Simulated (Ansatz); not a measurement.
# Lattice dynamics of Ti3InC (Pm-3m), part 2 of 3

Aim: the vibrations of Ti3InC (Pm-3m), their spectra, and whether the structure is stable.

Ansatz 0.2.0; DFT PBEsol, scalar-relativistic, plane waves, PAW; PAW set soft_1.

So far. Step 3 (Relaxing to small forces for the phonons): The forces vanish by symmetry and the pressure is 0.009 GPa, within the tolerances set. The cell now holds 14.80 Å³/atom. The relaxed cell has a = 4.198 Å (conventional setting).

## Step 4: Linear response at the zone centre

The zone centre comes first: it holds the modes that light can see, as far as symmetry allows. No field response is asked, since the mesh shows no gap.

Input file input.yaml:

```yaml
crystal:
  lattice:
    - [4.1984094023, 0.0, 0.0]
    - [0.0, 4.1984094023, 0.0]
    - [0.0, 0.0, 4.1984094023]
  atoms:
    - { symbol: Ti, position: [0.5, 0.5, 0.0] }
    - { symbol: Ti, position: [0.5, 0.0, 0.5] }
    - { symbol: Ti, position: [0.0, 0.5, 0.5] }
    - { symbol: In, position: [0.0, 0.0, 0.0] }
    - { symbol: C, position: [0.5, 0.5, 0.5] }
kpoints:
  mp_grid: { grid: [8, 8, 8] }
hamiltonian:
  xc: pbesol
  pseudopotentials: { kind: paw, azcp: { folder: soft_1 }, xc_functional: pbe }
scf:
  occupations: { method: methfessel_paxton, width: 0.2 }
output:
  eigenvalues: true
phonons:
  method: dfpt
```

The run is started by

```bash
ansatz run input.yaml --threads 4 --pin off --max-ram 10240MiB --backend cpu --events-out ev --progress --plain --runs-dir out
```

Numbers of over 12 decimals in the logs are rounded to 6 here.

The log of the run:

```text
zone centre: on kpoints.mp_grid the ground state, and the responses unless they are solved on pairs of k-points, stand on 125 of the mesh's 512 k-points, reduced under 8 symmetry operations, with k and −k counted as one. Each operation leaves every solved displacement unchanged or reverses it
[...]
Crystal: 5 atoms, lattice volume = 74.004 Å³
Basis set: ecut = 420 eV, 1419 PW (Γ), exchange–correlation on 60×60×60 points (8 copies of the dense FFT grid, shifted against one another)
Bands: 32, of which v1, the nominal top of the filled ones, is band 27 counted from 1 (26 counted from 0)
Symmetry: 48 space group operations
k-points: 125 of 512 (irreducible under 8 space group operations)
[...]
SCF iter   1: F=—  HF=-13199.378667 eV  |F-HF|=—  |Δ(HF+E_count)|=         —  Δρ=8.08e-2  dr2=9.05e0  ethr=3.10e-3  ⟨swp⟩=4.2  Hψ=13112  notcnv=0
[...]
SCF iter  11: F=-13196.999207 eV  HF=-13196.999207 eV  |F-HF|=1.82e-12  |Δ(HF+E_count)|=  1.64e-11  S|Δr|=    0.00e0  Δρ=7.51e-8  dr2=2.75e-12  ethr=1.00e-12  ⟨swp⟩=5.8  Hψ=16288  notcnv=0
SCF 1 converged in 11 iterations: F = -13196.999207 eV  dr2 = 2.75e-12
[...]
DFPT response loops at Γ: preconditioner auto → Kerker (q_TF=auto, 2.581 Å⁻¹) (partly filled bands, converged f_vac=0.000); β = 1.00, the filter's whole step (`scf.mixing.beta` (0.50) is not read by the response loops under this deck's `scf.mixing.preconditioner`; to damp them name `kerker` or `kerker_dos`, under which they read `scf.mixing.beta`, and type it under 1.00, their step now; both keys bind the ground state too); Broyden in place of MSR1
SCF converged after 11 iterations
[...]
Free energy (F): -13196.999207 eV
[...]
Internal energy: -13196.997304 eV  (E = F + TS)
E sigma→0 (E₀):  -13196.998731 eV
Entropy (-TS):   -0.001903 eV (-0.381 meV/atom)
Fermi energy:    14.207264 eV
Step filling:    the computed levels leave a gap of 0.0000 eV = 0.0 smearing widths at the electron count; against every level under it full and every level over it empty, smearing changes F+E_penalty+E_count by -2.062 meV and its σ→0 estimate by -1.587 meV
[...]
--- Band table (eV; the first three rows and the last of 125) ---
  k-point 0: bands = [... 23 lower, 12.7273, 12.8155, 12.8155, 12.8155, 15.6761, 15.6761, 15.6761, 16.2810, ... 1 higher]
  k-point 1: bands = [... 23 lower, 12.8223, 12.8223, 12.8485, 12.8503, 15.4512, 15.5312, 15.5312, 15.6053, ... 1 higher]
  k-point 2: bands = [... 23 lower, 12.7553, 12.7553, 12.9413, 13.1876, 14.8489, 15.4292, 15.4691, 15.4691, ... 1 higher]
  k-point 124: bands = [... 23 lower, 12.5104, 12.5104, 14.5274, 14.5274, 14.5274, 14.5639, 14.5639, 14.5639, ... 1 higher]
--- Phonons (Γ-DFPT): 4 representative perturbations + reference, on 125 of 512 k-points (Σ response iterations 13) ---
  k mesh reduced under 8 symmetry operations, with k and −k counted as one. Each operation leaves every solved displacement unchanged or reverses it
  ASR residual: 3.488e-5 → 0.000e0 eV/Å²; symmetrization residual: 3.539e-6 eV/Å²
  ASR residual per site (eV/Å²): 3.49e-5 3.49e-5 3.49e-5 1.48e-6 6.75e-6
  Γ frequencies (cm⁻¹): 0.00 0.00 0.00 168.60 168.60 168.60 241.48 241.48 241.48 269.31 269.31 269.31 661.72 661.72 661.72
  non-analytic LO–TO correction: not included (Born effective charges unavailable; polar crystals: no LO–TO splitting at Γ)
```

Wall time 48 s (4 threads of Arm Neoverse V1, shared host); peak memory 1.4 GiB; 3 min of CPU time.

In the SCF lines HF is the Harris–Foulkes energy and dr2 the Hartree energy of the density residual, in eV; the loop may stop once dr2 is under the threshold and the program's other checks hold. Hψ counts applications of the Hamiltonian.

Numbers from this step:

```yaml
sum_rule_residual_before_enforcement: 3.49e-5 eV/Å²
point_group: m-3m
highest_optical_mode_at_the_zone_centre_no_lo_to_term: 661.7 cm⁻¹
lowest_optical_zone_centre_mode: 168.6 cm⁻¹
```

Patterns of degenerate modes are one choice out of their space. Modes at Γ, with each element's share of the kinetic energy:

```
mode  frequency (cm⁻¹)  symmetry  Ti %  In %  C %
   1               0.0  acoustic    53    42    4
   2               0.0  acoustic    53    42    4
   3               0.0  acoustic    53    42    4
   4             168.6       T1u    40    54    6
   5             168.6       T1u    40    54    6
   6             168.6       T1u    40    54    6
   7             241.5       T1u    86     4   11
   8             241.5       T1u    86     4   11
   9             241.5       T1u    86     4   11
  10             269.3       T2u   100     0    0
  11             269.3       T2u   100     0    0
  12             269.3       T2u   100     0    0
  13             661.7       T1u    21     0   79
  14             661.7       T1u    21     0   79
  15             661.7       T1u    21     0   79
```

Displacements in mode 4 (168.6 cm⁻¹), the largest set to 1:
```
Ti1 -0.16  0.06 -1.00
Ti2 -0.16  0.14 -0.44
Ti3 -0.37  0.06 -0.44
In4  0.33 -0.12  0.88
C5  -0.34  0.12 -0.90
```

Displacements in mode 15 (661.7 cm⁻¹), the largest set to 1:
```
Ti1  0.00  0.00 -0.26
Ti2  0.00  0.07  0.01
Ti3  0.00  0.00  0.01
In4  0.00  0.00 -0.01
C5   0.00 -0.28  1.00
```

Before it was imposed, the acoustic sum rule was missed by 3.5e-5 eV/Å². Small misses are needed for a sound result but don't prove that mesh and cutoff are converged. The lowest optical mode is real, 169 cm⁻¹.

## Step 5: Phonons on a q mesh

Stability and thermal properties need the whole zone. Linear response on a 4×4×4 q mesh gives force constants as far as a supercell of that size would.

input.yaml: that of step 4 with these lines changed.

```diff
@@ -22 +22,8 @@
   method: dfpt
+  qmesh: [4, 4, 4]
+  temperatures: { t_max: 1000, t_step: 50 }
+  qpath:
+    path:
+      - [[0.0, 0.0, 0.0], [0.0, 0.5, 0.0], [0.5, 0.5, 0.0], [0.0, 0.0, 0.0], [0.5, 0.5, 0.5], [0.0, 0.5, 0.0]]
+      - [[0.5, 0.5, 0.5], [0.5, 0.5, 0.0]]
+    npoints: 10
```

The log of the run:

```text
[...]
Crystal: 5 atoms, lattice volume = 74.004 Å³
Basis set: ecut = 420 eV, 1419 PW (Γ), exchange–correlation on 60×60×60 points (8 copies of the dense FFT grid, shifted against one another)
Bands: 32, of which v1, the nominal top of the filled ones, is band 27 counted from 1 (26 counted from 0)
Symmetry: 48 space group operations
k-points: 35 of 512
[...]
SCF iter   1: F=—  HF=-13199.378670 eV  |F-HF|=—  |Δ(HF+E_count)|=         —  Δρ=8.08e-2  dr2=9.05e0  ethr=3.10e-3  ⟨swp⟩=4.1  Hψ=3653  notcnv=0
[...]
SCF iter  11: F=-13196.999207 eV  HF=-13196.999207 eV  |F-HF|=1.82e-12  |Δ(HF+E_count)|=  2.73e-11  S|Δr|=    0.00e0  Δρ=7.50e-8  dr2=2.74e-12  ethr=1.00e-12  ⟨swp⟩=5.8  Hψ=4579  notcnv=0
SCF 1 converged in 11 iterations: F = -13196.999207 eV  dr2 = 2.74e-12
[...]
phonons: the bands overlap, so this run is a metal and interpolates without the dipole-dipole term. If the crystal is really an insulator or semiconductor, its LO-TO splitting is missing
NSCF: frozen V_eff on 35 k-points
[...]
DFPT response loops at q = (0, 0, 0) (fractional): preconditioner auto → Kerker (q_TF=auto, 2.581 Å⁻¹) (partly filled bands, converged f_vac=0.000); β = 1.00, the filter's whole step (`scf.mixing.beta` (0.50) is not read by the response loops under this deck's `scf.mixing.preconditioner`; to damp them name `kerker` or `kerker_dos`, under which they read `scf.mixing.beta`, and type it under 1.00, their step now; both keys bind the ground state too); Broyden in place of MSR1
[...]
SCF converged after 11 iterations
[...]
Free energy (F): -13196.999207 eV
[...]
Internal energy: -13196.997304 eV  (E = F + TS)
E sigma→0 (E₀):  -13196.998731 eV
Entropy (-TS):   -0.001903 eV (-0.381 meV/atom)
Fermi energy:    14.207264 eV
[...]
--- Band table (eV; the first three rows and the last of 35) ---
  k-point 0: bands = [... 23 lower, 12.7273, 12.8155, 12.8155, 12.8155, 15.6761, 15.6761, 15.6761, 16.2810, ... 1 higher]
  k-point 1: bands = [... 23 lower, 12.8223, 12.8223, 12.8485, 12.8503, 15.4512, 15.5312, 15.5312, 15.6053, ... 1 higher]
  k-point 2: bands = [... 23 lower, 12.7553, 12.7553, 12.9413, 13.1876, 14.8489, 15.4292, 15.4691, 15.4691, ... 1 higher]
  k-point 34: bands = [... 23 lower, 12.5104, 12.5104, 14.5274, 14.5274, 14.5274, 14.5639, 14.5639, 14.5639, ... 1 higher]
--- Phonons (Γ-DFPT): 4 representative perturbations + reference (Σ response iterations 13) ---
  ASR residual: 3.004e-5 → 0.000e0 eV/Å²; symmetrization residual: 2.953e-6 eV/Å²
  ASR residual per site (eV/Å²): 3.00e-5 3.00e-5 3.00e-5 6.38e-7 6.28e-6
[...]
--- Phonons (arbitrary-q DFPT): 10 irreducible q on the 4×4×4 mesh ---
  q = [0.0000, 0.0000, 0.0000] (star 1, of the zone-centre solve; hermiticity 2.84e-7, symmetrization 3.79e-12): -0.00 -0.00 0.00 168.60 168.60 168.60 241.48 241.48 241.48 269.31 269.31 269.31 661.72 661.72 661.72
  q = [0.0000, 0.0000, 0.2500] (star 6, 9 solved perturbations in 1560 linear systems a pass and spin channel, the states on 200 of 512 k-point pairs; hermiticity 5.60e-7, symmetrization 7.94e-13): 73.67 73.67 107.36 167.66 167.66 189.34 237.85 237.85 247.31 254.85 254.85 281.63 646.69 657.79 657.79
[...]
q = [0.0000, 0.2500, -0.5000] (star 12, 15 solved perturbations on 200 of 512 k-point pairs; hermiticity 4.92e-7, symmetrization 2.50e-14): 100.86 122.47 128.35 159.58 167.40 200.59 206.02 217.46 227.40 256.62 274.91 337.74 617.78 634.16 649.34
[...]
sum rule: each row above includes the acoustic sum rule's correction from the zone centre's row sums; it moved no ω² by more than (0.41 cm⁻¹)²
  mesh force constants: q→R imaginary residual 8.63e-19; ASR residual 3.004e-5 → 0.000e0 eV/Å²; symmetrization residual 1.776e-14 eV/Å²
  interpolated dispersion: 62 rows × 15 modes
  density of states and harmonic sums: on the 16×16×16 q-mesh, interpolated from the force constants of a 4×4×4 supercell (no non-analytic term)
  largest difference from the sums on the solved wave vectors: F 1.16e-2 eV, S 1.55e-5 and C_V 3.98e-6 eV/K
  zero-point energy: 0.266570 eV/cell   skipped modes (ω ≤ 0): 3   left out of the sums: 4.88e-5 of the cell's modes: C_V's classical limit lies that fraction below 3 k_B per atom; for a crystal, a wire or a layer, F and S can be off by more, and a phonons.interpolated_qmesh denser along its periods is the remedy for the sampling
```

It took 21 min on 4 threads; peak memory 3.3 GiB.

Numbers from this step:

```yaml
sum_rule_residual_before_enforcement: 3.00e-5 eV/Å²
lowest_frequency_on_the_path: 0 cm⁻¹
highest_frequency_on_the_path_or_at_a_solved_wavevector: 661.7 cm⁻¹
mean_frequency: 286.7 cm⁻¹
debye_temperature_second_moment: 634 K
logarithmic_mean_frequency: 237.4 cm⁻¹
lowest_mode_on_the_q_mesh_acoustic_modes_at_gamma_apart: 73.67 cm⁻¹
zero_point_energy_per_atom: 53.31 meV
heat_capacity_at_300_k: 20.78 J/(mol atoms K)
vibrational_entropy_at_300_k: 24.11 J/(mol atoms K)
edges_of_the_widest_gap_between_branches_on_path_and_mesh: 387.2, 611.2 cm⁻¹
```

Frequencies (cm⁻¹) solved at each irreducible wavevector; negative means imaginary. Frequencies by wavevector, by row:

| q in reciprocal lattice units | star | mode 1 | mode 2 | mode 3 | mode 4 | mode 13 | mode 14 | mode 15 |
| --- | --- | --- | --- | --- | --- | --- | --- | --- |
| 0 0 0 | 1 | 0 | 0 | 0 | 168.6 | 661.7 | 661.7 | 661.7 |
| 0 0 0.25 | 6 | 73.7 | 73.7 | 107.4 | 167.7 | 646.7 | 657.8 | 657.8 |
| 0 0 -0.5 | 3 | 121 | 121 | 143.1 | 162.2 | 626.7 | 654.5 | 654.5 |
| 0 0.25 0.25 | 12 | 81.5 | 97.5 | 132.9 | 167.9 | 639.5 | 640.8 | 654 |
| 0 0.25 -0.5 | 12 | 100.9 | 122.5 | 128.3 | 159.6 | 617.8 | 634.2 | 649.3 |
| 0 -0.5 -0.5 | 3 | 95.5 | 95.5 | 98.1 | 137.7 | 611.2 | 611.2 | 646.1 |
| 0.25 0.25 0.25 | 8 | 95.7 | 95.7 | 138.5 | 170.9 | 632.8 | 637.1 | 637.1 |
| 0.25 0.25 -0.5 | 12 | 106.5 | 113.2 | 114.3 | 160.1 | 614.4 | 631.5 | 633.1 |
| 0.25 -0.5 -0.5 | 6 | 99.5 | 99.5 | 121.7 | 122.6 | 612.2 | 612.2 | 631.9 |
| -0.5 -0.5 -0.5 | 1 | 106.2 | 106.2 | 106.2 | 145.7 | 615.4 | 615.4 | 615.4 |

Interpolated from a 4×4×4 q mesh. The phonon branches at the labelled points (cm⁻¹):

```
    point  branch 1  branch 2  branch 3  branch 4  branch 12  branch 13  branch 14  branch 15
        Γ         0         0         0       169        269        662        662        662
  halfway        74        74       107       168        282        647        658        658
        X       121       121       143       162        332        627        654        654
  halfway       101       122       128       160        338        618        634        649
        M        96        96        98       138        355        611        611        646
  halfway        82        98       133       168        291        640        641        654
        Γ         0         0         0       169        269        662        662        662
  halfway        96        96       138       171        301        633        637        637
        R       106       106       106       146        387        615        615        615
  halfway       106       113       114       160        344        614        632        633
        X       121       121       143       162        332        627        654        654
jump to R       106       106       106       146        387        615        615        615
  halfway       100       100       122       123        363        612        612        632
        M        96        96        98       138        355        611        611        646
```

Tetrahedra on a 16×16×16 mesh, mean over bins of 10 cm-1. Interpolated from a 4×4×4 q mesh. Table of phonon density of states by wavenumber; read off at these points:

| wavenumber (cm⁻¹) | phonon density of states (1/cm⁻¹/cell) |
| --- | --- |
| 5 | 2.0e-5 |
| 25 | 4.8e-4 |
| 45 | 0.00205 |
| 55 | 0.0034 |
| 75 | 0.00953 |
| 95 | 0.051 |
| 105 | 0.0621 |
| 115 | 0.0568 |
| 125 | 0.0482 |
| 145 | 0.0170 |
| 165 | 0.0542 |
| 175 | 0.0958 |
| 185 | 0.0598 |
| 205 | 0.0384 |
| 215 | 0.0387 |
| 235 | 0.0897 |
| 255 | 0.0808 |
| 275 | 0.0220 |
| 295 | 0.0194 |
| 305 | 0.0212 |
| 325 | 0.0140 |
| 345 | 0.0150 |
| 365 | 0.00314 |
| 375 | 0.00135 |
| 395 | 0 |
| 415 | 0 |
| 435 | 0 |
| 455 | 0 |
| 465 | 0 |
| 485 | 0 |
| 505 | 0 |
| 525 | 0 |
| 545 | 0 |
| 555 | 0 |
| 575 | 0 |
| 595 | 0 |
| 615 | 0.0604 |
| 625 | 0.0585 |
| 645 | 0.0711 |
| 665 | 0.00193 |

The partial phonon density of states has structure finer than the step of the table below, so its rows give means over 20 cm⁻¹, whole bins alone (the curve runs from -10 to 692 cm⁻¹). Peaks (cm⁻¹: height): C 621.0: 0.0592, 647.4: 0.0577; In 109.1: 0.0444, 170.9: 0.0186; Ti 175.3: 0.0644, 237.1: 0.0753, 259.2: 0.0805, 647.4: 0.0123.

Phonopy on the run's constants, 13x13x13 mesh, Gaussian sigma 5.0 cm-1. Interpolated from a 4×4×4 q mesh. Partial phonon density of states against wavenumber; means over each step; values in 1/cm⁻¹/cell:

```
wavenumber (cm⁻¹)        C       In       Ti
                0        0   2.8e-5   3.7e-5
               20   1.7e-5   1.6e-4   1.9e-4
               40   6.2e-5   7.7e-4   8.4e-4
               60   1.3e-4  0.00238  0.00220
               80   2.1e-4   0.0115  0.00832
              100   2.1e-4   0.0362   0.0170
              120   1.2e-4   0.0411   0.0119
              140   2.6e-5   0.0211   0.0126
              160  0.00118  0.00765   0.0313
              180  0.00203   0.0136   0.0562
              200   5.9e-4  0.00410   0.0335
              220  0.00156  0.00377   0.0469
              240  0.00381  0.00361   0.0661
              260  0.00254  0.00347   0.0659
              280  0.00196   4.2e-4   0.0216
              300  0.00125   1.0e-5   0.0187
              320   6.7e-4        0   0.0158
              340   4.6e-4        0   0.0164
              360   1.4e-4        0  0.00658
              380   1.5e-5        0   9.9e-4
              400        0        0   2.6e-5
              420        0        0        0
              440        0        0        0
              460        0        0        0
              480        0        0        0
              500        0        0        0
              520        0        0        0
              540        0        0        0
              560        0        0        0
              580        0        0        0
              600  0.00582   2.3e-6   7.6e-5
              620   0.0508   1.2e-5  0.00236
              640   0.0515   1.0e-5  0.00872
              660   0.0248   6.4e-6  0.00579
              680   1.3e-4        0   3.4e-5
```

Harmonic thermodynamic functions per atom, from the density of states. Interpolated from a 4×4×4 q mesh. Thermodynamic functions, by row:

```
T (K)  F_vib (meV/atom)  S (J/mol-atom/K)  C_V (J/mol-atom/K)
    0             53.31                 0                   0
   50             53.14             1.388               3.723
  100             51.22             6.272               10.79
  200             39.36             16.27               17.75
  300             18.27             24.11               20.78
  400            -10.06             30.32               22.31
  500             -44.2              35.4               23.16
  600            -83.16             39.67               23.66
  700            -126.2             43.34               23.98
  800            -172.8             46.56               24.19
  900            -222.6             49.42               24.34
 1000            -275.2             51.99               24.45
```

(Continued in part 3 of 3.)

[Logs are printed without paths, hosts, clocks, repeated set-up lines and the standing remarks that a program may print on its own settings, such as how far it seeks lower states.]

[Hosts, paths, dates, database ids (printed as entryN), source tags and the programs' standing remarks are cut or masked in the printed files.]
